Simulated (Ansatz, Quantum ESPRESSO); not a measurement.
# YNb (Pm-3m): from the cell to the phonon bands, part 3 of 4

How does YNb (Pm-3m) vibrate, and is this structure a minimum?

Quantum ESPRESSO 7.5; DFT LDA, scalar-relativistic, plane waves, GBRV ultrasoft pseudopotentials.

So far, lowest frequency on the path (cm⁻¹): step 7 (dispersion) -121. Also highest frequency (cm⁻¹): step 7 185. The relaxed cell has a = 3.514 Å (conventional setting).

The structure was built from a prototype and need not be the compound's stable phase.

### Step 8. Density of states

Sums over the zone need many more wavevectors than were solved, so the interpolation is sampled on a dense mesh.

The input, matdyn.in:

```
&input
   asr = 'crystal'
   flfrc = 'x.fc'
   dos = .true.
   fldos = 'x.dos'
   nk1 = 13
   nk2 = 13
   nk3 = 13
   deltaE = 0.3
/
```

On the command line:

```console
> matdyn.x -in matdyn.in > matdyn.out
```

Numbers of over 12 decimals in the logs are rounded to 6 here.

Output:

```text
[banner, memory and clock lines left out]
Program MATDYN v.7.5

 mass for atomic type   1 not given; uses mass from file x.fc
 mass for atomic type   2 not given; uses mass from file x.fc
 Norm of the difference between old and new effective charges:    0.000000

 Norm of the difference between old and new force-constants:   0.000209219

     Message from routine matdyn:
     Z* not found in file x.fc, TO-LO splitting at q=0 will be absent!

Note: The following floating-point exceptions are signalling: IEEE_UNDERFLOW_FLAG
```

Wall time 5.9 s (1 thread of Intel Xeon Platinum 8488C (Sapphire Rapids), shared host).

Numbers from this step:

- share of modes beyond 3i cm⁻¹ on the dense interpolated mesh: 0.2813

The phonon density of states has structure finer than the step of the table below, so its rows give means over 10 cm⁻¹, whole bins alone (the curve runs from -120 to 185 cm⁻¹). Peaks (cm⁻¹: height): total -114.1: 0.0451, 71.3: 0.0308, 145.1: 0.0665, 164.9: 0.141; Nb -114.1: 0.0428, 71.3: 0.0239, 118.1: 0.0147, 164.9: 0.0181; Y 100.1: 0.0173, 145.1: 0.0581, 164.9: 0.123.

Tetrahedra. Phonon density of states against wavenumber; means over each step; values in 1/cm⁻¹/cell:

| wavenumber (cm⁻¹) | total | Nb | Y |
| --- | --- | --- | --- |
| -110 | 0.0318 | 0.0297 | 0.00209 |
| -100 | 0.0258 | 0.0239 | 0.00196 |
| -90 | 0.0209 | 0.0191 | 0.00183 |
| -80 | 0.0197 | 0.0178 | 0.00186 |
| -70 | 0.0147 | 0.0130 | 0.00164 |
| -60 | 0.0106 | 0.00899 | 0.00158 |
| -50 | 0.00889 | 0.00739 | 0.00150 |
| -40 | 0.00778 | 0.00636 | 0.00142 |
| -30 | 0.00665 | 0.00545 | 0.00121 |
| -20 | 0.00533 | 0.00450 | 8.3e-4 |
| -10 | 0.00437 | 0.00373 | 6.4e-4 |
| 0 | 0.00431 | 0.00363 | 6.7e-4 |
| 10 | 0.00462 | 0.00379 | 8.2e-4 |
| 20 | 0.00598 | 0.00465 | 0.00132 |
| 30 | 0.00800 | 0.00601 | 0.00199 |
| 40 | 0.0105 | 0.00785 | 0.00265 |
| 50 | 0.0119 | 0.00890 | 0.00299 |
| 60 | 0.0138 | 0.0105 | 0.00332 |
| 70 | 0.0239 | 0.0184 | 0.00553 |
| 80 | 0.0172 | 0.0125 | 0.00473 |
| 90 | 0.0164 | 0.0109 | 0.00549 |
| 100 | 0.0154 | 0.00592 | 0.00946 |
| 110 | 0.00731 | 0.00255 | 0.00476 |
| 120 | 0.0341 | 0.0110 | 0.0232 |
| 130 | 0.0408 | 0.00631 | 0.0345 |
| 140 | 0.0540 | 0.00672 | 0.0473 |
| 150 | 0.0531 | 0.00765 | 0.0454 |
| 160 | 0.0660 | 0.0101 | 0.0559 |
| 170 | 0.0366 | 0.00878 | 0.0278 |

### Step 9. Modes with the sum rule

A rigid shift of the crystal must cost nothing, but grids and finite bases break this; the acoustic sum rule is imposed before the matrix is diagonalised again.

The input, dynmat.in:

```
&input
   fildyn = 'x.dyn1'
   asr = 'simple'
   fileig = 'dynmat.eig'
/
```

On the command line:

```console
> dynmat.x -in dynmat.in > dynmat.out
```

Output:

```text
[banner, memory and clock lines left out]
Program DYNMAT v.7.5

     Reading Dynamical Matrix from file x.dyn1
     ...Force constants read
     ...epsilon and Z* not read (not found on file)
     A direction for q was not specified:TO-LO splitting will be absent

     Polarizability (A^3 units)
     multiply by 1.000000 for Clausius-Mossotti correction
         0.000000    0.000000    0.000000
         0.000000    0.000000    0.000000
         0.000000    0.000000    0.000000

     IR activities are in (D/A)^2/amu units

# mode   [cm-1]    [THz]      IR
    1     -0.00   -0.0000    0.0000
    2     -0.00   -0.0000    0.0000
    3      0.00    0.0000    0.0000
    4    185.26    5.5538    0.0000
    5    185.26    5.5538    0.0000
    6    185.26    5.5538    0.0000
```

Elapsed: 0.59 s, on 1 thread.

This step gave:

| Quantity | Value |
| --- | --- |
| highest optical zone-centre mode (no LO-TO term) | 185.3 cm⁻¹ |
| lowest optical zone-centre mode | 185.3 cm⁻¹ |

Unit eigenvectors of the mass-weighted matrix after the sum rule; no LO-TO term. Modes at Γ, with each element's share of the kinetic energy:

| mode | frequency (cm⁻¹) | symmetry | Nb % | Y % |
| --- | --- | --- | --- | --- |
| 1 | 0.0 | acoustic | 51 | 49 |
| 2 | 0.0 | acoustic | 51 | 49 |
| 3 | 0.0 | acoustic | 51 | 49 |
| 4 | 185.3 | T1u | 49 | 51 |
| 5 | 185.3 | T1u | 49 | 51 |
| 6 | 185.3 | T1u | 49 | 51 |

Displacements in mode 6 (185.3 cm⁻¹), the largest set to 1:
```
Nb1  0.00  0.00 -0.96
Y2   0.00  0.00  1.00
```

The rule moves no optical mode by more than 0.1 cm⁻¹.

### Step 10. Sum rules set otherwise (asr crystal)

The rule can be imposed in more than one way; the choices should agree where the raw error is small.

The input, dynmat.in:

```
&input
   fildyn = 'x.dyn1'
   asr = 'crystal'
   fileig = 'dynmat.eig'
/
```

On the command line:

```console
> dynmat.x -in dynmat.in > dynmat.out
```

Output:

```text
[banner, memory and clock lines left out]
Program DYNMAT v.7.5

     Reading Dynamical Matrix from file x.dyn1
     ...Force constants read
     ...epsilon and Z* not read (not found on file)
     Acoustic Sum Rule: || Z*(ASR) - Z*(orig)|| =    0.000000E+00
     Acoustic Sum Rule: ||dyn(ASR) - dyn(orig)||=    5.917619E-04
     A direction for q was not specified:TO-LO splitting will be absent

     Polarizability (A^3 units)
     multiply by 1.000000 for Clausius-Mossotti correction
         0.000000    0.000000    0.000000
         0.000000    0.000000    0.000000
         0.000000    0.000000    0.000000

     IR activities are in (D/A)^2/amu units

# mode   [cm-1]    [THz]      IR
    1     -0.00   -0.0000    0.0000
    2      0.00    0.0000    0.0000
    3      0.00    0.0000    0.0000
    4    185.18    5.5516    0.0000
    5    185.18    5.5516    0.0000
    6    185.18    5.5516    0.0000
```

It took 0.58 s on 1 thread.

Read from the output:

```yaml
highest_optical_zone_centre_mode_no_lo_to_term: 185.2 cm⁻¹
lowest_optical_zone_centre_mode: 185.2 cm⁻¹
```

Zone-centre frequencies as printed; negative means imaginary. Modes:

| mode | frequency (cm⁻¹) |
| --- | --- |
| 1 | 0 |
| 2 | 0 |
| 3 | 0 |
| 4 | 185.2 |
| 5 | 185.2 |
| 6 | 185.2 |

Against the first rule no mode moves by more than 0.1 cm⁻¹.

### Step 11. Sum rules set otherwise: a sum rule for molecules or wires on a crystal

This rule also removes rotations, which suits molecules and not a crystal; it is tried to see the harm.

The input, dynmat.in:

```
&input
   fildyn = 'x.dyn1'
   asr = 'zero-dim'
   fileig = 'dynmat.eig'
/
```

On the command line:

```console
> dynmat.x -in dynmat.in > dynmat.out
```

Output:

```text
[banner, memory and clock lines left out]
Program DYNMAT v.7.5

     Reading Dynamical Matrix from file x.dyn1
     ...Force constants read
     ...epsilon and Z* not read (not found on file)
     Acoustic Sum Rule: || Z*(ASR) - Z*(orig)|| =    0.000000E+00
     Acoustic Sum Rule: ||dyn(ASR) - dyn(orig)||=    3.335160E-01
     A direction for q was not specified:TO-LO splitting will be absent

     Polarizability (A^3 units)
     multiply by 1.000000 for Clausius-Mossotti correction
         0.000000    0.000000    0.000000
         0.000000    0.000000    0.000000
         0.000000    0.000000    0.000000

     IR activities are in (D/A)^2/amu units

# mode   [cm-1]    [THz]      IR
    1     -0.00   -0.0000    0.0000
    2     -0.00   -0.0000    0.0000
    3      0.00    0.0000    0.0000
    4      0.00    0.0000    0.0000
    5      0.00    0.0000    0.0000
    6    185.18    5.5516    0.0000
```

The job ended after 0.57 s (1 thread).

The run ended normally, but on settings that are not sound.

The fault: a sum rule for molecules or wires on a crystal; 2 optical modes are projected out to zero frequency, as if they were rotations.

For a crystal the rule has to be 'simple' or 'crystal'.

Zone-centre frequencies as printed; negative means imaginary. Modes:

| mode | frequency (cm⁻¹) |
| --- | --- |
| 1 | 0 |
| 2 | 0 |
| 3 | 0 |
| 4 | 0 |
| 5 | 0 |
| 6 | 185.2 |

### Step 12. The dispersion under another sum rule (asr simple)

The sum rule corrects the force constants themselves, so it can shift branches at any wavevector, low ones most.

The input, matdyn.in:

```
&input
   asr = 'simple'
   flfrc = 'x.fc'
   flfrq = 'x.freq'
   flvec = 'x.modes'
   q_in_band_form = .true.
   q_in_cryst_coord = .true.
/
8
  0.0000000   0.0000000   0.0000000   8  ! GAMMA
  0.0000000   0.5000000   0.0000000   8  ! X
  0.5000000   0.5000000   0.0000000   8  ! M
  0.0000000   0.0000000   0.0000000   8  ! GAMMA
  0.5000000   0.5000000   0.5000000   8  ! R
  0.0000000   0.5000000   0.0000000   1  ! X
  0.5000000   0.5000000   0.5000000   8  ! R
  0.5000000   0.5000000   0.0000000   1  ! M
```

On the command line:

```console
> matdyn.x -in matdyn.in > matdyn.out
```

Output:

```text
[banner, memory and clock lines left out]
Program MATDYN v.7.5

 mass for atomic type   1 not given; uses mass from file x.fc
 mass for atomic type   2 not given; uses mass from file x.fc
     Message from routine matdyn:
     Z* not found in file x.fc, TO-LO splitting at q=0 will be absent!
     Message from routine matdyn:
     Z* not found in file x.fc, TO-LO splitting at q=0 will be absent!

Note: The following floating-point exceptions are signalling: IEEE_UNDERFLOW_FLAG
```

Wall time 0.58 s (1 thread).

Read from the output:

```yaml
lowest_frequency_on_the_path: -120.6 cm⁻¹
```

At the labelled points the branches move by no more than 0.5 cm⁻¹.

### Step 13. A changed mass

Force constants don't depend on the masses, so an isotope effect costs no new response.

The input, matdyn.in:

```
&input
   asr = 'crystal'
   flfrc = 'x.fc'
   flfrq = 'x.freq'
   flvec = 'x.modes'
   q_in_band_form = .true.
   q_in_cryst_coord = .true.
   amass(1) = 92.906
   amass(2) = 177.812
/
8
  0.0000000   0.0000000   0.0000000   8  ! GAMMA
  0.0000000   0.5000000   0.0000000   8  ! X
  0.5000000   0.5000000   0.0000000   8  ! M
  0.0000000   0.0000000   0.0000000   8  ! GAMMA
  0.5000000   0.5000000   0.5000000   8  ! R
  0.0000000   0.5000000   0.0000000   1  ! X
  0.5000000   0.5000000   0.5000000   8  ! R
  0.5000000   0.5000000   0.0000000   1  ! M
```

On the command line:

```console
> matdyn.x -in matdyn.in > matdyn.out
```

Output:

```text
[banner, memory and clock lines left out]
Program MATDYN v.7.5

 Norm of the difference between old and new effective charges:    0.000000

 Norm of the difference between old and new force-constants:   0.000209219

     Message from routine matdyn:
     Z* not found in file x.fc, TO-LO splitting at q=0 will be absent!
     Message from routine matdyn:
     Z* not found in file x.fc, TO-LO splitting at q=0 will be absent!

Note: The following floating-point exceptions are signalling: IEEE_UNDERFLOW_FLAG
```

Run time: 0.58 s. Hardware: 1 thread.

Read from the output:

```yaml
lowest_frequency_on_the_path: -117.2 cm⁻¹
```

Matdyn.x, sum rule crystal. The phonon branches at the labelled points (cm⁻¹):

| point | branch 1 | branch 2 | branch 3 | branch 4 | branch 5 | branch 6 |
| --- | --- | --- | --- | --- | --- | --- |
| Γ | 0 | 0 | 0 | 160 | 160 | 160 |
| halfway | -25 | 40 | 40 | 132 | 141 | 141 |
| X | -74 | 81 | 81 | 103 | 103 | 116 |
| halfway | -100 | -49 | 75 | 104 | 113 | 121 |
| M | -117 | -117 | 68 | 119 | 119 | 122 |
| halfway | -66 | 46 | 55 | 103 | 130 | 131 |
| Γ | 0 | 0 | 0 | 160 | 160 | 160 |
| halfway | -53 | -53 | 36 | 96 | 116 | 116 |
| R | -115 | -115 | -115 | 96 | 96 | 96 |
| halfway | -109 | -45 | 18 | 90 | 98 | 118 |
| X | -74 | 81 | 81 | 103 | 103 | 116 |
| jump to R | -115 | -115 | -115 | 96 | 96 | 96 |
| halfway | -116 | -116 | 30 | 84 | 108 | 108 |
| M | -117 | -117 | 68 | 119 | 119 | 122 |

The phonon branches as a text plot (rows in cm⁻¹):

```
    154 |***                   ******
    142 |  **                 **     *
    131 |   **              **       ***
    119 |    ***************  *         **          ******     **
    108 |      ******     ****        **  *      ***     *  ****
     96 |        * *                    **************  * **
     85 |       ***                                 ******  ***
     73 |      *  *********           **             ***      ***
     62 |     *            *
     50 |    *     *        ***      *               *
     39 |   *                 **        **
     27 |  *                   *   **                        *
     16 | *                     **                  *
      4 |*                        *
     -8 |  *                    ** **
    -19 |   *                        *
    -31 |                      *      **
    -42 |    *                *                     *
    -54 |           *      *            **
    -65 |     **            **                    **        *
    -77 |       **                        *       **    **
    -88 |         **      **                          **
   -100 |           **    *                **    *   *     *
   -111 |            *****                   ********     *******
         Γ      X      M          Γ            R        X|R     M
```

The top of the path falls from 185 to 160 cm⁻¹, a ratio of 0.86; a mode of that atom alone would give 0.71.

[end of part 3 of 4]

[Host names and launcher messages were left out of these logs when they were recorded.]

[Logs are printed without paths, hosts, clocks, repeated set-up lines and the standing remarks that a program may print on its own settings, such as how far it seeks lower states.]

[Hosts, paths, dates, database ids (printed as entryN), source tags and the programs' standing remarks are cut or masked in the printed files.]
